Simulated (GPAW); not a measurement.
# Optical response of BaTiO3, part 2 of 2

Aim: the dielectric function of BaTiO3, and the optical constants that follow from it. The cell comes from an older database entry, whose edges can differ from later determinations, mostly by under a per cent.

GPAW 26.7.0; DFT, PBE, plane-wave PAW (GPAW data sets), scalar-relativistic, RPA, optical limit.

So far. Step 2 (Ground state): There is a gap, 1.81 eV on this mesh (points off the mesh can give less), so no carriers' term is needed.

The database entry behind the starting cell differs from later determinations by our own check (c/a about 0.6 % short), so it need not match the best structure at ambient conditions.

### Step 4. Dielectric function, RPA

Local fields let the induced charge screen the field inside the cell, which as a rule lowers ε, most along directions where the density is uneven.

This step: DFT, PBE, plane-wave PAW (GPAW data sets), scalar-relativistic, RPA, optical limit (GPAW 26.7.0).

The input, df.py:

```python
from gpaw.response.df import DielectricFunction

df = DielectricFunction('full.gpw', frequencies={'type': 'nonlinear', 'domega0': 0.03, 'omega2': 8},
                        ecut=50,
                        eta=0.12,
                        nbands=56,
                        txt='df.txt')
for direction in ['x', 'z']:
    df.get_dielectric_function(xc='RPA', direction=direction, filename=f'df_{direction}.csv')
```

Command:

```console
$ OMP_NUM_THREADS=1 python df.py
```

Numbers of over 12 decimals in the logs are rounded to 6 here.

The program printed:

```text
Using integrator: PointIntegrator
NonLinearFrequencyDescriptor(from 0.000 to 90.926 eV, 532 points)
Nonperiodic BCs:  [False False False]
Using integrator: PointIntegrator
NonLinearFrequencyDescriptor(from 0.000 to 90.926 eV, 532 points)
Nonperiodic BCs:  [False False False]

Calculating chi0 body with:
    Ground state adapter containing:
    Number of spins: 1
    Number of kpoints: 343
    Number of irreducible kpoints: 40
    Number of completely occupied states: 20
    Number of partially occupied states: 20

    Linear response parametrization:
    q_c: [0.0, 0.0, 0.0]
    Number of frequency points: 532
    Planewave cutoff: 50.0
    Number of bands: 56
    Number of planewaves: 57
    Broadening (eta): 0.12

Integrating chi0 body.

Symmetries of q_c:
    Direct symmetries (Uq -> q): 8
    Indirect symmetries (TUq -> q): 8
In total 16 allowed symmetries.

40 groups of equivalent kpoints. 88.338192% reduction.

Integral kind: spectral function

Calculating chi0 optical extensions with:
    Ground state adapter containing:
    Number of spins: 1
    Number of kpoints: 343
    Number of irreducible kpoints: 40
    Number of completely occupied states: 20
    Number of partially occupied states: 20

    Linear response parametrization:
    Number of frequency points: 532
    Planewave cutoff: 50.0
    Number of bands: 56
    Number of planewaves: 57
    Broadening (eta): 0.12
Integrating chi0 head and wings.

Symmetries of q_c:
    Direct symmetries (Uq -> q): 8
    Indirect symmetries (TUq -> q): 8
In total 16 allowed symmetries.

40 groups of equivalent kpoints. 88.338192% reduction.

Integral kind: spectral function wings
```

Elapsed: 20 s, on 1 thread of Arm Neoverse V1, shared host; peak memory 0.38 GiB.

Numbers from this step:

* electronic dielectric constant ε∞, mean over x, y and z (by symmetry where fewer were run): 5.847

Some rows of df_x.csv (energy; Re and Im without local fields; Re and Im with them):

```text
0.000000, 6.208231, -0.000000, 5.965946, -0.000000
0.429336, 6.249654, 0.023642, 6.005376, 0.022496
0.878195, 6.390826, 0.053854, 6.139595, 0.051147
1.347938, 6.687192, 0.104304, 6.420559, 0.098674
1.840057, 7.324480, 0.259354, 7.021356, 0.243572
2.356191, 8.135393, 1.059655, 7.777186, 0.980823
2.898142, 9.025599, 3.014369, 8.657343, 2.746903
3.467895, 8.137861, 5.347612, 7.993048, 4.924298
4.067647, 5.766522, 7.537514, 6.050026, 7.172279
4.699832, 1.665358, 4.075864, 1.575446, 4.338445
5.367152, 2.301033, 3.230401, 2.161090, 3.420287
6.072622, 4.073961, 3.049516, 3.868934, 3.154038
6.819608, 4.284959, 3.596875, 4.024305, 3.684493
7.611886, 2.523234, 4.026597, 2.000297, 4.154577
8.453705, 2.965899, 4.046995, 2.357956, 3.942235
9.349861, 1.027660, 4.317438, 0.662590, 4.000174
10.305790, -0.015622, 4.240181, -0.042452, 3.813348
11.327680, -0.280949, 2.389247, -0.354674, 2.284254
12.422601, 0.255706, 1.300920, -0.042350, 1.219219
13.598673, 0.905242, 0.708390, 0.527174, 0.643315
```

The Im ε has structure finer than the step of the table below, so its rows give means over 0.5 eV, whole bins alone (the curve runs from 0 to 14.0 eV). Peaks (eV: height): E ∥ x 4.16: 7.56, 7.21: 4.70, 8.70: 4.83; E ∥ z 4.16: 6.92, 7.27: 5.10, 7.97: 5.52, 8.64: 5.14.

Sum at mesh points, not converged in k; values under the direct gap are tails of Lorentzian lines. Table of Im ε by photon energy; means over each step:

```
photon energy (eV)   E ∥ x   E ∥ z
               0.5  0.0268  0.0196
               1.0  0.0620  0.0436
               1.5   0.129  0.0805
               2.0   0.490   0.174
               2.5    1.39   0.610
               3.0    3.17    1.86
               3.5    5.00    3.68
               4.0    6.49    5.81
               4.5    5.99    5.72
               5.0    3.63    4.18
               5.5    2.96    3.26
               6.0    2.95    3.12
               6.5    3.36    3.74
               7.0    4.18    4.36
               7.5    4.23    4.69
               8.0    4.18    4.68
               8.5    4.27    4.62
               9.0    4.20    4.35
               9.5    3.75    4.05
              10.0    3.79    3.75
              10.5    3.52    3.36
              11.0    2.72    2.69
              11.5    2.23    2.22
              12.0    1.83    1.80
              12.5    1.29    1.34
              13.0   0.948   0.959
              13.5   0.715   0.720
```

The reflectivity at normal incidence has structure finer than the step of the table below, so its rows give means over 0.5 eV, whole bins alone (the curve runs from 0 to 14.0 eV). Peaks (eV: height): E ∥ x 4.16: 31.0, 7.21: 22.7, 8.77: 25.3, 10.66: 28.7, 12.18: 27.0, 12.75: 21.2; E ∥ z 4.11: 29.7, 8.03: 27.3, 8.70: 26.7, 9.55: 26.9, 10.59: 29.9, 12.75: 21.8.

Sum at mesh points, not converged in k. Table of reflectivity at normal incidence by photon energy; means over each step:

```
photon energy (eV)  E ∥ x (%)  E ∥ z (%)
               0.5       17.7       16.6
               1.0       18.2       17.0
               1.5       19.3       17.7
               2.0       21.2       19.1
               2.5       23.3       21.2
               3.0       25.6       23.5
               3.5       27.1       26.0
               4.0       28.9       28.1
               4.5       28.0       26.0
               5.0       18.7       20.8
               5.5       15.6       17.2
               6.0       16.3       17.1
               6.5       17.7       19.4
               7.0       20.9       21.6
               7.5       21.2       22.9
               8.0       21.1       23.6
               8.5       21.9       23.6
               9.0       23.5       24.5
               9.5       23.0       25.7
              10.0       23.0       24.1
              10.5       27.4       28.2
              11.0       26.1       25.6
              11.5       24.3       24.9
              12.0       25.6       25.3
              12.5       19.5       20.0
              13.0       13.9       14.7
              13.5       7.33       7.38
```

Sum at mesh points, not converged in k; values under the direct gap are tails of Lorentzian lines. The Im ε, E ∥ x by photon energy; read off at these points:

```
photon energy (eV)  without local fields  with local fields
              0.00                     0                  0
              0.50                0.0279             0.0265
              1.00                0.0642             0.0609
              1.50                 0.131              0.124
              2.00                 0.469              0.440
              2.50                  1.40               1.29
              3.00                  3.70               3.39
              3.50                  5.68               5.25
              3.59                  6.21               5.81
              4.00                  6.87               6.48
              4.16                  7.76               7.56
              4.50                  6.00               6.35
              5.00                  3.22               3.35
              5.50                  2.69               2.86
              6.00                  2.67               2.78
              6.50                  3.39               3.52
              7.00                  4.05               4.19
              7.50                  4.32               4.50
              8.00                  4.54               4.46
              8.50                  4.33               4.18
              8.70                  5.13               4.82
              9.00                  4.20               3.95
              9.50                  4.00               3.67
             10.00                  4.18               3.74
             10.17                  4.67               4.15
             10.50                  3.91               3.57
             11.00                  2.92               2.75
             11.50                  2.35               2.26
             12.00                  1.84               1.87
             12.50                  1.38               1.28
             13.00                 0.942              0.869
             13.50                 0.754              0.681
```

The loss function −Im 1/ε at q → 0 has structure finer than the step of the table below, so its rows give means over 0.5 eV, whole bins alone (the curve runs from 0 to 14.0 eV). Peaks (eV: height): E ∥ x 12.92: 1.15, 13.43: 1.12; E ∥ z 12.92: 1.10.

Sum at mesh points, not converged in k; values under the direct gap are tails of Lorentzian lines. The loss function −Im 1/ε at q → 0 by energy loss; means over each step:

```
energy loss (eV)    E ∥ x    E ∥ z
             0.5   7.4e-4   6.1e-4
             1.0  0.00160  0.00130
             1.5  0.00296  0.00220
             2.0  0.00893  0.00406
             2.5   0.0206   0.0112
             3.0   0.0398   0.0278
             3.5   0.0625   0.0459
             4.0   0.0826   0.0723
             4.5    0.152    0.123
             5.0    0.191    0.162
             5.5    0.193    0.160
             6.0    0.138    0.136
             6.5    0.145    0.134
             7.0    0.138    0.128
             7.5    0.179    0.163
             8.0    0.181    0.177
             8.5    0.191    0.183
             9.0    0.221    0.218
             9.5    0.257    0.246
            10.0    0.253    0.261
            10.5    0.283    0.296
            11.0    0.363    0.367
            11.5    0.441    0.442
            12.0    0.526    0.536
            12.5    0.765    0.739
            13.0     1.00     1.01
            13.5    0.988    0.986
```

Optical constants at common wavelengths, from n + ik = √ε:

```
wavelength (nm)   n x    k x  R (%) x   1/α x   n z    k z  R (%) z   1/α z
           1550  2.47  0.009     18.0   13 µm  2.39  0.007     16.8   18 µm
           1064  2.51  0.015     18.5  5.5 µm  2.42  0.011     17.2  7.7 µm
            532  2.78  0.169     22.4  251 nm  2.64  0.072     20.4  591 nm
            450  2.90  0.362     24.4   99 nm  2.80  0.194     22.6  185 nm
            405  2.92  0.598     25.7   54 nm  2.84  0.377     23.7   86 nm
            365  2.92  0.757     26.7   38 nm  2.95  0.488     25.5   59 nm
            193  2.05  0.868     18.5   18 nm  2.13  0.945     20.3   16 nm
```

Below the direct gap, k and the depth come from the tails of the Lorentzian lines, not from transitions.

Rows near the edge hang on the gap, which this functional as a rule makes too small, and phonon-assisted absorption is left out.

### Step 5. What came out

```
electronic dielectric constant ε∞, mean over x, y and z (by symmetry where fewer were run) (RPA) : 5.85
```

**Reading.** At this level (PBE, RPA) BaTiO3 has a mean ε∞ = 5.85 and n = 2.47 at 1550 nm (E ∥ x). On the mesh the gap is 1.91 eV and the least direct gap 2.08 eV, so on this mesh the band edges lie at different points. Local fields change the static value along x from 6.21 to 5.97 (-4 %). The static values by axis are 5.97 (x), 5.61 (z). Excitons and phonon-assisted transitions are missing; PBE gaps are as a rule too small, which pulls the onset down and ε∞ up. Spin-orbit coupling is left out although heavy atoms are present. In this version of GPAW the matrix elements of the optical limit are incomplete, which can lower ε − 1 by up to a tenth where first-row anions or d states rule, and shift it by more in d metals. The sum runs over mesh points 0.22 Å⁻¹ apart with no interpolation, so peaks are partly noise of the mesh and static values carry its error.

[Machine, clock and banner lines and Python warnings are left out of the logs.]

[Logs are printed without paths, hosts, clocks, repeated set-up lines and the standing remarks that a program may print on its own settings, such as how far it seeks lower states.]

[Hosts, paths, dates, database ids (printed as entryN), source tags and the programs' standing remarks are cut or masked in the printed files.]
